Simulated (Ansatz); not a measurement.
## Mg3SiO (built on the sites of a database entry of Ca3SnO): a soft mode frozen in

Wanted: the energy along a soft mode of Mg3SiO (built on the sites of a database entry of Ca3SnO) and the structure at the end.

Main program and level: Ansatz 0.2.0; DFT PBE, scalar-relativistic, plane waves, norm-conserving pseudopotentials.

The structure was built from a prototype and need not be the compound's stable phase.

## (1) Starting point

The structure is cubic, space group Pm-3m (No. 221). Conventional cell: a = 4.222 Å, b = 4.222 Å, c = 4.222 Å, α = 90.00°, β = 90.00°, γ = 90.00°. Mg has 2 O at 2.11 Å and 8 Mg at 2.99 Å and 4 Si at 2.99 Å nearest. Nearest to Si lie 12 Mg at 2.99 Å. O has 6 Mg at 2.11 Å nearest. Farther neighbours and most contacts between anions are not listed.

Structure file:

```cif
data_structure
_symmetry_space_group_name_H-M 'P 1'
_symmetry_Int_Tables_number 1
_cell_length_a 4.2217
_cell_length_b 4.2217
_cell_length_c 4.2217
_cell_angle_alpha 90.000
_cell_angle_beta 90.000
_cell_angle_gamma 90.000
_cell_volume 75.24
loop_
_atom_site_label
_atom_site_type_symbol
_atom_site_fract_x
_atom_site_fract_y
_atom_site_fract_z
_atom_site_occupancy
Mg1 Mg 0.00000 0.50000 0.50000 1
Mg2 Mg 0.50000 0.00000 0.50000 1
Mg3 Mg 0.50000 0.50000 0.00000 1
Si4 Si 0.00000 0.00000 0.00000 1
O5 O 0.50000 0.50000 0.50000 1
```

## (2) Response at finite wavevector

The cell comes from relaxations at this level that are not shown. Stability and thermal properties need the whole zone. Linear response on a 4×4×4 q mesh gives force constants as far as a supercell of that size would.

input.yaml

```yaml
crystal:
  lattice:
    - [4.2216622333, 0.0, 0.0]
    - [0.0, 4.2216622333, 0.0]
    - [0.0, 0.0, 4.2216622333]
  atoms:
    - { symbol: Mg, position: [0.0, 0.5, 0.5] }
    - { symbol: Mg, position: [0.5, 0.0, 0.5] }
    - { symbol: Mg, position: [0.5, 0.5, 0.0] }
    - { symbol: Si, position: [0.0, 0.0, 0.0] }
    - { symbol: O, position: [0.5, 0.5, 0.5] }
kpoints:
  mp_grid: { grid: [8, 8, 8] }
hamiltonian:
  xc: pbe
  pseudopotentials: { kind: nc }
scf:
  occupations: { method: methfessel_paxton, width: 0.2 }
output:
  eigenvalues: true
phonons:
  method: dfpt
  qmesh: [4, 4, 4]
  temperatures: { t_max: 1000, t_step: 50 }
  qpath:
    path:
      - [[0.0, 0.0, 0.0], [0.0, 0.5, 0.0], [0.5, 0.5, 0.0], [0.0, 0.0, 0.0], [0.5, 0.5, 0.5], [0.0, 0.5, 0.0]]
      - [[0.5, 0.5, 0.5], [0.5, 0.5, 0.0]]
    npoints: 10
```

On the command line:

```sh
ansatz run input.yaml --threads 8 --pin off --max-ram 14336MiB --backend cpu --events-out ev --progress --plain --runs-dir out
```

Numbers of over 12 decimals in the logs are rounded to 6 here.

What it wrote:

```text
Engine: ansatz 0.2.0, x86_64-unknown-linux-gnu
Pseudopotentials: kind: nc
Pseudopotential: Mg, nc, valence charge 10, recommended cutoff 1142.878222 eV (normal), Mg.nc.azcp
Pseudopotential: Si, nc, valence charge 4, recommended cutoff 489.804952 eV (normal), Si.nc.azcp
Pseudopotential: O, nc, valence charge 6, recommended cutoff 1240 eV (normal), O.nc.azcp
Functional definition: PBE
  parameter kappa = 0.804
  parameter beta = 0.066725
  exchange = pbe_x(kappa = kappa, mu = beta*pi^2/3)
  correlation = pbe_c(beta = beta)
Crystal: 5 atoms, lattice volume = 75.240 Å³
Basis set: ecut = 1240 eV, 7441 PW (Γ), exchange–correlation on 100×100×100 points (8 copies of the dense FFT grid, shifted against one another)
Bands: 25, of which v1, the nominal top of the filled ones, is band 20 counted from 1 (19 counted from 0)
Symmetry: 48 space group operations
k-points: 35 of 512
Non-local potential: Mg, projectors of the file, l = 0: 2, l = 1: 2
Non-local potential: Si, projectors of the file, l = 0: 2, l = 1: 2, l = 2: 2
Non-local potential: O, projectors of the file, l = 0: 2, l = 1: 2, l = 2: 1
Initial density: superposition of atomic densities (chi_scale 0.1, normalization cell, long waves kept (reshape's long-wave potential 0.01 eV rms))
Initial wavefunctions: pseudopotential atomic-orbital guess
Functional: x = pbe(κ = 0.804, μ = 0.219515), c = pbe(β = 0.066725)
SCF iter   1: F=—  HF=-5432.413663 eV  |F-HF|=—  |Δ(HF+E_count)|=         —  Δρ=9.41e-2  dr2=7.91e0  ethr=3.10e-3  ⟨swp⟩=6.2  Hψ=4126  notcnv=0
preconditioner: auto → Resta (q_TF=auto, 2.456 Å⁻¹)  ε∞=4.5  [insulator: Δε(μ)=0.411 eV  Ē_g=9.169 eV  σ=0.200 eV  W_gap=0.75  n_scr=18 (ndim 8)  ℏωp=17.1 eV  f_vac=0.000  D(μ)=0.13/eV (n_scr^D=0)  ε∞_Penn≈4.5]
SCF iter   2: F=—  HF=-5430.884192 eV  |F-HF|=—  |Δ(HF+E_count)|=    1.53e0  S|Δr|=    0.00e0  Δρ=4.09e-2  dr2=9.88e-1  ethr=3.10e-3  ⟨swp⟩=3.7  Hψ=1744  notcnv=0  defer=31
preconditioner: auto → Kerker (q_TF=auto, 2.456 Å⁻¹)  [metal: Δε(μ)=0.078 eV  Ē_g=8.235 eV  σ=0.200 eV  W_gap=0.32  n_scr=18 (ndim 8)  ℏωp=16.0 eV  f_vac=0.000  D(μ)=0.31/eV (n_scr^D=0)]
SCF iter   3: F=—  HF=-5430.708336 eV  |F-HF|=—  |Δ(HF+E_count)|=   1.76e-1  S|Δr|=    0.00e0  Δρ=1.67e-2  dr2=3.48e-1  ethr=2.47e-3  ⟨swp⟩=2.2  Hψ=1453  notcnv=0  defer=25
SCF iter   4: F=—  HF=-5430.646323 eV  |F-HF|=—  |Δ(HF+E_count)|=   6.20e-2  S|Δr|=    0.00e0  Δρ=7.11e-3  dr2=6.88e-2  ethr=8.69e-4  ⟨swp⟩=2.0  Hψ=955  notcnv=0  defer=25
SCF iter   5: F=—  HF=-5430.629577 eV  |F-HF|=—  |Δ(HF+E_count)|=   1.67e-2  S|Δr|=    0.00e0  Δρ=1.61e-3  dr2=4.59e-3  ethr=1.72e-4  ⟨swp⟩=1.5  Hψ=1166  notcnv=0  defer=23
SCF iter   6: F=—  HF=-5430.628326 eV  |F-HF|=—  |Δ(HF+E_count)|=   1.25e-3  S|Δr|=    0.00e0  Δρ=2.33e-4  dr2=4.89e-5  ethr=1.15e-5  ⟨swp⟩=2.0  Hψ=1064  notcnv=0  defer=23
SCF iter   7: F=—  HF=-5430.628318 eV  |F-HF|=—  |Δ(HF+E_count)|=   8.55e-6  S|Δr|=    0.00e0  Δρ=8.16e-5  dr2=3.12e-6  ethr=1.22e-7  ⟨swp⟩=2.9  Hψ=1530  notcnv=0  defer=23
SCF iter   8: F=—  HF=-5430.627794 eV  |F-HF|=—  |Δ(HF+E_count)|=   5.24e-4  S|Δr|=    0.00e0  Δρ=1.65e-5  dr2=1.46e-7  ethr=7.79e-9  ⟨swp⟩=2.0  Hψ=1126  notcnv=0  defer=23
SCF iter   9: F=—  HF=-5430.627794 eV  |F-HF|=—  |Δ(HF+E_count)|=   1.71e-8  S|Δr|=    0.00e0  Δρ=2.84e-6  dr2=5.66e-9  ethr=3.64e-10  ⟨swp⟩=2.9  Hψ=1686  notcnv=0  defer=23
SCF iter  10: F=—  HF=-5430.627794 eV  |F-HF|=—  |Δ(HF+E_count)|=  5.03e-10  S|Δr|=    0.00e0  Δρ=3.61e-7  dr2=4.40e-11  ethr=1.42e-11  ⟨swp⟩=2.0  Hψ=1028  notcnv=0  defer=23
SCF iter  11: F=-5430.627794 eV  HF=-5430.627794 eV  |F-HF|=3.64e-12  |Δ(HF+E_count)|=  2.64e-11  S|Δr|=    0.00e0  Δρ=8.83e-8  dr2=2.10e-12  ethr=1.00e-12  ⟨swp⟩=11.5  Hψ=5211  notcnv=0
SCF 1 converged in 11 iterations: F = -5430.627794 eV  dr2 = 2.10e-12
Initial density: read from a saved state, or passed on in memory by an earlier SCF of this step, an earlier step, the calling program or the single point that the run made first
iter 1 solved again at ethr=1.84e-7 eV; its pass at ethr=3.10e-3 eV (dr2=7.38e-5 eV) is discarded
SCF iter   1: F=—  HF=-5430.628328 eV  |F-HF|=—  |Δ(HF+E_count)|=         —  Δρ=3.27e-7  dr2=3.06e-11  ethr=1.84e-7  ⟨swp⟩=3.9  Hψ=6988  notcnv=0
eigensolver tolerance schedule: the retry pair's looser diagonalisation over-reported the residual by 2408701.44 of it (diagonalisation noise at an unbounded share of the residual, at the tolerance the schedule requests for it); recorded, not acted on — ethr = c·dr2/N_el stays at c = 1.0e-1
preconditioner: auto → Kerker (q_TF=auto, 2.456 Å⁻¹)  [metal: Δε(μ)=0.126 eV  Ē_g=8.124 eV  σ=0.200 eV  W_gap=0.43  n_scr=18 (ndim 8)  ℏωp=16.0 eV  f_vac=0.000  D(μ)=0.38/eV (n_scr^D=0)]
SCF iter   2: F=—  HF=-5430.627794 eV  |F-HF|=—  |Δ(HF+E_count)|=   5.34e-4  S|Δr|=    0.00e0  Δρ=1.79e-7  dr2=6.48e-12  ethr=1.00e-12  ⟨swp⟩=4.6  Hψ=4740  notcnv=0
SCF iter   3: F=-5430.627794 eV  HF=-5430.627794 eV  |F-HF|=2.73e-12  |Δ(HF+E_count)|=  2.73e-12  S|Δr|=    0.00e0  Δρ=1.06e-7  dr2=2.17e-12  ethr=1.00e-12  ⟨swp⟩=1.0  Hψ=1891  notcnv=0
SCF 2 converged in 3 iterations: F = -5430.627794 eV  dr2 = 2.17e-12
phonons: the bands overlap, so this run is a metal and interpolates without the dipole-dipole term. If the crystal is really an insulator or semiconductor, its LO-TO splitting is missing
NSCF: frozen V_eff on 35 k-points
NSCF: frozen V_eff on 125 k-points
DFPT response loops at q = (0, 0, 0) (fractional): preconditioner auto → Kerker (q_TF=auto, 2.456 Å⁻¹) (partly filled bands, converged f_vac=0.000); β = 1.00, the filter's whole step (`scf.mixing.beta` (0.50) is not read by the response loops under this deck's `scf.mixing.preconditioner`; to damp them name `kerker` or `kerker_dos`, under which they read `scf.mixing.beta`, and type it under 1.00, their step now; both keys bind the ground state too); Broyden in place of MSR1
NSCF: frozen V_eff on 400 k-points
DFPT response loops at q = (0, 0, 0.25) (fractional): mixed as the last ones told, above
NSCF: frozen V_eff on 250 k-points
DFPT response loops at q = (0, 0, -0.5) (fractional): mixed as the last ones told, above
NSCF: frozen V_eff on 640 k-points
DFPT response loops at q = (0, 0.25, 0.25) (fractional): mixed as the last ones told, above
NSCF: frozen V_eff on 400 k-points
DFPT response loops at q = (0, 0.25, -0.5) (fractional): mixed as the last ones told, above
NSCF: frozen V_eff on 250 k-points
DFPT response loops at q = (0, -0.5, -0.5) (fractional): mixed as the last ones told, above
NSCF: frozen V_eff on 1024 k-points
DFPT response loops at q = (0.25, 0.25, 0.25) (fractional): mixed as the last ones told, above
NSCF: frozen V_eff on 640 k-points
DFPT response loops at q = (0.25, 0.25, -0.5) (fractional): mixed as the last ones told, above
NSCF: frozen V_eff on 400 k-points
DFPT response loops at q = (0.25, -0.5, -0.5) (fractional): mixed as the last ones told, above
NSCF: frozen V_eff on 250 k-points
DFPT response loops at q = (-0.5, -0.5, -0.5) (fractional): mixed as the last ones told, above
SCF converged after 11 iterations
Stability not checked: this state was not tested for a lower state beside it, because cold or Methfessel-Paxton smearing, or corrected tetrahedra, fill the levels in a way that the test cannot read (fill_not_monotonic; see scf.lower_state_search)
Free energy (F): -5430.627794 eV
Harris-Foulkes:  -5430.627794 eV  (|F-HF|=3.64e-12)
Internal energy: -5430.628513 eV  (E = F + TS)
E sigma→0 (E₀):  -5430.627974 eV
Entropy (-TS):   0.000719 eV (0.144 meV/atom)
Fermi energy:    8.552317 eV
--- Per-component energies (eV) ---
  E_band       = -1003.595665
  E_kinetic    = 3135.552808
  E_local      = -5445.043450  (includes V_loc(G=0)·N_el)
  E_nonlocal   = -1601.487401
  E_hartree    = 1963.388237
  E_xc         = -820.706852
  E_vxc        = -1019.394118  (∫ρ·V_xc dr)
  E_ewald      = -2662.331855
  E_smearing   = 0.000719  (= −TS)
  E_closure    = 0.000000  (closes the sum)
  Σ components = -5430.627794   (vs F -5430.627794, Δ=0.00e0)
--- Band table (eV; the first three rows and the last of 35) ---
  k-point 0: bands = [... 16 lower, 2.3703, 8.0611, 8.0611, 8.0611, 9.1406, 9.1406, 10.1959, 14.2590, ... 1 higher]
  k-point 1: bands = [... 16 lower, 2.3907, 6.9780, 8.0365, 8.0365, 9.2523, 9.7728, 11.0640, 13.7415, ... 1 higher]
  k-point 2: bands = [... 16 lower, 2.4688, 5.6194, 7.9704, 7.9704, 9.5681, 10.4112, 12.9645, 13.0358, ... 1 higher]
  k-point 34: bands = [... 16 lower, 2.0872, 5.1209, 5.1209, 5.1209, 10.2159, 10.2159, 10.2159, 13.0193, ... 1 higher]
--- Phonons (Γ-DFPT): 4 representative perturbations + reference (Σ response iterations 11) ---
  ASR residual: 1.650e-2 → 0.000e0 eV/Å²; symmetrization residual: 1.163e-5 eV/Å²
  ASR residual per site (eV/Å²): 1.65e-2 1.65e-2 1.65e-2 7.52e-5 1.47e-4
  Γ frequencies (cm⁻¹): 0.00 0.00 0.00 162.01 162.01 162.01 189.75 189.75 189.75 297.48 297.48 297.48 421.78 421.78 421.78
--- Phonons (arbitrary-q DFPT): 10 irreducible q on the 4×4×4 mesh ---
  q = [0.0000, 0.0000, 0.0000] (star 1, of the zone-centre solve; hermiticity 2.39e-6, symmetrization 1.58e-14): -0.00 0.00 0.00 162.01 162.01 162.01 189.75 189.75 189.75 297.48 297.48 297.48 421.78 421.78 421.78
  q = [0.0000, 0.0000, 0.2500] (star 6, 9 solved perturbations in 1560 linear systems a pass and spin channel, the states on 200 of 512 k-point pairs; hermiticity 6.08e-7, symmetrization 2.13e-13, the responses' own estimated error 7.7e-5 eV/Å²): 86.87 86.87 140.16 167.80 168.37 168.37 186.71 186.71 261.73 300.32 300.32 336.06 420.76 420.76 445.29
  q = [0.0000, 0.0000, -0.5000] (star 3, 9 solved perturbations in 975 linear systems a pass and spin channel, the states on 125 of 512 k-point pairs; hermiticity 5.31e-7, symmetrization 9.48e-13, the responses' own estimated error 7.3e-5 eV/Å²): 126.26 126.26 171.25 171.25 174.42 181.65 181.65 229.85 244.18 307.61 307.61 358.37 420.58 420.58 457.33
  q = [0.0000, 0.2500, 0.2500] (star 12, 9 solved perturbations in 2460 linear systems a pass and spin channel, the states on 320 of 512 k-point pairs; hermiticity 4.84e-7, symmetrization 1.70e-13, the responses' own estimated error 8.2e-5 eV/Å²): 89.51 112.64 141.42 165.62 176.16 178.14 193.15 218.41 260.24 286.34 293.80 368.51 394.91 417.16 446.05
  q = [0.0000, 0.2500, -0.5000] (star 12, 15 solved perturbations on 200 of 512 k-point pairs; hermiticity 5.47e-7, symmetrization 2.41e-13, the responses' own estimated error 8.0e-5 eV/Å²): 81.81 147.14 148.78 158.02 180.95 181.27 194.89 224.89 275.58 279.34 289.95 373.88 412.28 414.53 423.07
  q = [0.0000, -0.5000, -0.5000] (star 3, 9 solved perturbations in 975 linear systems a pass and spin channel, the states on 125 of 512 k-point pairs; hermiticity 6.34e-7, symmetrization 6.01e-13, the responses' own estimated error 8.5e-5 eV/Å²): -58.90 70.12 171.32 171.32 191.00 191.00 194.87 194.87 219.12 273.85 332.34 368.60 368.60 409.74 441.26
  q = [0.2500, 0.2500, 0.2500] (star 8, 4 solved perturbations in 1376 linear systems a pass and spin channel, the states on 512 of 512 k-point pairs; hermiticity 4.28e-7, symmetrization 3.09e-13, the responses' own estimated error 8.1e-5 eV/Å²): 94.25 94.25 108.94 195.33 195.33 211.09 216.37 216.37 234.74 290.20 290.20 360.03 396.13 396.13 450.08
  q = [0.2500, 0.2500, -0.5000] (star 12, 9 solved perturbations in 2460 linear systems a pass and spin channel, the states on 320 of 512 k-point pairs; hermiticity 4.82e-7, symmetrization 4.80e-13, the responses' own estimated error 8.2e-5 eV/Å²): 77.06 92.81 103.27 176.36 189.98 209.29 225.60 235.86 271.53 279.78 285.91 346.87 383.52 399.49 455.20
  q = [0.2500, -0.5000, -0.5000] (star 6, 9 solved perturbations in 1560 linear systems a pass and spin channel, the states on 200 of 512 k-point pairs; hermiticity 6.30e-7, symmetrization 4.37e-13, the responses' own estimated error 8.6e-5 eV/Å²): -54.46 87.94 87.94 186.00 205.98 205.98 238.35 238.35 261.91 274.32 282.66 365.89 372.76 372.76 470.62
  q = [-0.5000, -0.5000, -0.5000] (star 1, 4 solved perturbations in 350 linear systems a pass and spin channel, the states on 125 of 512 k-point pairs; hermiticity 7.62e-7, symmetrization 5.10e-13, the responses' own estimated error 7.5e-5 eV/Å²): -52.41 -52.41 -52.41 219.65 219.65 219.65 254.76 254.76 254.76 274.85 274.85 380.30 380.30 380.30 460.50
  sum rule: each row above includes the acoustic sum rule's correction from the zone centre's row sums; it moved no ω² by more than (13.59 cm⁻¹)²
  mesh force constants: q→R imaginary residual 1.05e-18; ASR residual 1.650e-2 → 0.000e0 eV/Å²; symmetrization residual 5.329e-15 eV/Å²
  interpolated dispersion: 62 rows × 15 modes
  density of states and harmonic sums: on the 16×16×16 q-mesh, interpolated from the force constants of a 4×4×4 supercell (no non-analytic term)
  largest difference from the sums on the solved wave vectors: F 2.41e-2 eV, S 2.83e-5 and C_V 5.60e-6 eV/K
  zero-point energy: 0.230667 eV/cell   skipped modes (ω ≤ 0): 49, of them read as no rigid motion or as one in doubt: 46 (1.846e-1 modes/cell left out, lowest -58.90 cm⁻¹)   left out of the sums: 1.24e-2 of the cell's modes: C_V's classical limit lies that fraction below 3 k_B per atom; for a crystal, a wire or a layer, F and S can be off by more, and a phonons.interpolated_qmesh denser along its periods is the remedy for the sampling
```

Run time: 12 min. Hardware: 8 threads of AMD EPYC 9R14 (Zen 4), shared host; peak memory 7.5 GiB; 1.5 h of CPU time.

The column dr2 measures how far the density is from self-consistency, as an energy; F and HF (Harris–Foulkes) agree once it is small.

Numbers from this step:

```yaml
volume_per_atom: 15.05 Å³
gap_on_the_k_mesh: 0 eV
sum_rule_residual_before_enforcement: 0.01650 eV/Å²
lowest_frequency_on_the_path: -58.90 cm⁻¹
point_group: m-3m
highest_frequency_on_the_path_or_at_a_solved_wavevector: 471 cm⁻¹
highest_optical_mode_at_the_zone_centre_no_lo_to_term: 421.8 cm⁻¹
lowest_optical_zone_centre_mode: 162.0 cm⁻¹
lowest_mode_on_the_q_mesh_acoustic_modes_at_gamma_apart: -58.9 cm⁻¹
```

Frequencies (cm⁻¹) solved at each irreducible wavevector; negative means imaginary. Frequencies by wavevector, by row:

```
q in reciprocal lattice units  star  mode 1  mode 2  mode 3  mode 4  mode 13  mode 14  mode 15
                        0 0 0     1       0       0       0     162    421.8    421.8    421.8
                     0 0 0.25     6    86.9    86.9   140.2   167.8    420.8    420.8    445.3
                     0 0 -0.5     3   126.3   126.3   171.2   171.2    420.6    420.6    457.3
                  0 0.25 0.25    12    89.5   112.6   141.4   165.6    394.9    417.2    446.1
                  0 0.25 -0.5    12    81.8   147.1   148.8     158    412.3    414.5    423.1
                  0 -0.5 -0.5     3   -58.9    70.1   171.3   171.3    368.6    409.7    441.3
               0.25 0.25 0.25     8    94.2    94.2   108.9   195.3    396.1    396.1    450.1
               0.25 0.25 -0.5    12    77.1    92.8   103.3   176.4    383.5    399.5    455.2
               0.25 -0.5 -0.5     6   -54.5    87.9    87.9     186    372.8    372.8    470.6
               -0.5 -0.5 -0.5     1   -52.4   -52.4   -52.4   219.7    380.3    380.3    460.5
```

Interpolated from a 4×4×4 q mesh. The phonon branches at the labelled points (cm⁻¹):

```
    point  branch 1  branch 2  branch 3  branch 4  branch 12  branch 13  branch 14  branch 15
        Γ         0         0         0       162        298        422        422        422
  halfway        87        87       140       168        336        421        421        445
        X       126       126       171       171        358        421        421        457
  halfway        82       147       149       158        374        412        414        423
        M       -59        70       171       171        369        369        410        441
  halfway        90       113       141       166        368        395        417        446
        Γ         0         0         0       162        298        422        422        422
  halfway        94        94       109       195        360        396        396        450
        R       -52       -52       -52       220        380        380        380        460
  halfway        77        93       103       176        347        384        400        455
        X       126       126       171       171        358        421        421        457
jump to R       -52       -52       -52       220        380        380        380        460
  halfway       -54        88        88       186        366        373        373        471
        M       -59        70       171       171        369        369        410        441
```

Symmetry leaves 10 wavevectors to solve. The lowest mode among them, the acoustic zeros apart, lies at q = (0, -0.5, -0.5) and is imaginary, 58.9i cm⁻¹, so the energy falls along it.

## (3) The mode frozen in, largest atomic shift 0 Å

The mode followed lies at q = (-0.5, -0.5, -0.5) with frequency 52.4i cm⁻¹ and is 3-fold degenerate, one of the unstable modes though not the softest. At small amplitude the distorted cell has space group no. 167 by a symmetry search on the positions. The undistorted cell that holds it gives the zero of energy on the same k mesh.

System of this step: Mg3SiO (built on the sites of a database entry of Ca3SnO). The structure is cubic, space group Pm-3m (No. 221). Conventional cell: a = 4.222 Å, b = 4.222 Å, c = 4.222 Å, α = 90.00°, β = 90.00°, γ = 90.00°. Nearest to Mg lie 2 O at 2.11 Å and 8 Mg at 2.99 Å and 4 Si at 2.99 Å. Nearest to Si lie 12 Mg at 2.99 Å. O has 6 Mg at 2.11 Å nearest. Farther neighbours and most contacts between anions are not listed.

input.yaml

```yaml
crystal:
  lattice:
    - [4.2216622333, 4.2216622333, 0.0]
    - [4.2216622333, 0.0, 4.2216622333]
    - [4.2216622333, 0.0, -4.2216622333]
  atoms:
    - { symbol: Mg, position: [0.5, 0.0, 0.5] }
    - { symbol: Mg, position: [0.5, 0.5, 0.0] }
    - { symbol: Mg, position: [0.0, 0.5, 0.0] }
    - { symbol: Mg, position: [0.0, 0.0, 0.5] }
    - { symbol: Mg, position: [0.5, 0.5, 0.5] }
    - { symbol: Mg, position: [0.5, 0.0, 0.0] }
    - { symbol: Si, position: [0.0, 0.5, 0.5] }
    - { symbol: Si, position: [0.0, 0.0, 0.0] }
    - { symbol: O, position: [0.5, 0.25, 0.75] }
    - { symbol: O, position: [0.5, 0.75, 0.25] }
kpoints:
  mp_grid: { grid: [8, 8, 8] }
hamiltonian:
  xc: pbe
  pseudopotentials: { kind: nc }
scf:
  occupations: { method: methfessel_paxton, width: 0.2 }
output:
  forces: true
  stress: true
  eigenvalues: true
```

What it wrote:

```text
[...]
Crystal: 10 atoms, lattice volume = 150.481 Å³
Basis set: ecut = 1240 eV, 15009 PW (Γ), exchange–correlation on 144×144×144 points (8 copies of the dense FFT grid, shifted against one another)
Bands: 50, of which v1, the nominal top of the filled ones, is band 40 counted from 1 (39 counted from 0)
Symmetry: 96 space group operations
[...]
k-points: 29 of 512
[...]
k-point 0: bands = [... 36 lower, 5.1194, 8.0589, 8.0589, 8.0589, 9.1403, 9.1403, 10.1936, 10.2157, ... 6 higher]
  k-point 1: bands = [... 36 lower, 5.4252, 7.5877, 7.7026, 7.7026, 9.6629, 9.6629, 9.9498, 10.2706, ... 6 higher]
  k-point 2: bands = [... 36 lower, 5.9626, 6.8045, 7.1791, 7.1791, 9.6636, 10.4462, 10.4462, 10.6607, ... 6 higher]
  k-point 28: bands = [... 36 lower, 6.4943, 6.4943, 8.2078, 8.2078, 9.8440, 9.8440, 10.9339, 10.9339, ... 6 higher]
[key lines of the parts left out:]
SCF converged after 9 iterations
Free energy (F): -10861.262202 eV
Fermi energy:    8.457093 eV
P = ⅓ Tr σ = 0.0119 GPa (0.119 kbar)
```

The job ended after 3.8 s (8 threads; peak memory 1.9 GiB; 28 s of CPU time).

This step gave:

```yaml
pressure: 0.01190 GPa
energy_from_the_undistorted_cell: 0 meV/atom
```

The run ends at a pressure of 0.01 GPa.

(Part 1 of 2 ends here.)

[Logs are printed without paths, hosts, clocks, repeated set-up lines and the standing remarks that a program may print on its own settings, such as how far it seeks lower states.]

[Hosts, paths, dates, database ids (printed as entryN), source tags and the programs' standing remarks are cut or masked in the printed files.]
